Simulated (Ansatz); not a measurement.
**GaCo (Pm-3m): the Drude term of Re ε in the infrared**

Re ε of GaCo (Pm-3m) at low photon energies is read from one computed spectrum; the carriers' damping was typed as γ = 0.03 eV.

Symmetry: Pm-3m, No. 221, cubic system. The conventional cell has a = 2.878 Å, b = 2.878 Å, c = 2.878 Å, α = 90.00°, β = 90.00°, γ = 90.00°. Around Ga on site b lie 8 Co at 2.49 Å. Co on site a is surrounded by 8 Ga at 2.49 Å.

Method: Ansatz 0.2.0, PBE, independent particles, k-mesh 12×12×12 with interpolation inside its cells, Gaussian parameter 0.15 eV.

Launch of the response step: `ansatz run input.yaml --threads 4 --pin off --max-ram 8192MiB --backend cpu --events-out ev --progress --plain --runs-dir out`. The run took 8 s, on 4 threads of Intel(R) Xeon(R) Platinum 8488C (Sapphire Rapids), with other jobs on the host.

| photon energy E (eV) | wavelength (µm) | Re ε |
| --- | --- | --- |
| 0.25 | 4.96 | ? |
| 0.30 | 4.13 | -130.7 |
| 0.35 | 3.54 | -83.8 |
| 0.40 | 3.10 | -55.0 |
| 0.50 | 2.48 | -25.5 |
| 0.60 | 2.07 | -13.3 |
| 0.70 | 1.77 | -7.2 |

A Drude term over a constant background gives Re ε = ε_b − ωp²/(E² + γ²), linear in 1/(E² + γ²).

Working, on the rows shown:

| x = 1/(E² + γ²) (eV⁻²) | y = Re ε |
| --- | --- |
| 11.0011 | -130.7 |
| 8.10373 | -83.8 |
| 6.21504 | -55 |
| 3.98565 | -25.5 |
| 2.77085 | -13.3 |
| 2.03707 | -7.2 |

Means: x̄ = 5.6856, ȳ = -52.583. Σ(x − x̄)(y − ȳ) = -818.1, Σ(x − x̄)² = 59.08. Slope = -818.1 / 59.08 = -13.85; intercept = ȳ − slope · x̄ = 26.149. The line misses the rows shown by at most 5.1.

**Question.** What does the fit predict for the withheld row, and how well does it do?

**Answer.** At x = 15.773 the line gives y = -192.27. The run gave -209.9, so the extrapolation is off by 18, 9 % of the range in the table. Beyond its data the fit drifts from the curve.

Refitted with all rows, the slope is -14.89 and the intercept 31.056. These give ωp = √(−slope) = 3.86 eV, against 4.11 eV from the program's Fermi-surface sum, and an intercept of 31.1. Taking the program's Drude term off the rows leaves 57 at the lowest energy and 27 at the highest, so the background isn't constant: interband transitions lie in or near the window, and neither fitted number can be trusted. The values come from a sum over the points of one k-mesh and carry its error, which is largest for Fermi-surface quantities. Spin-orbit coupling is left out.
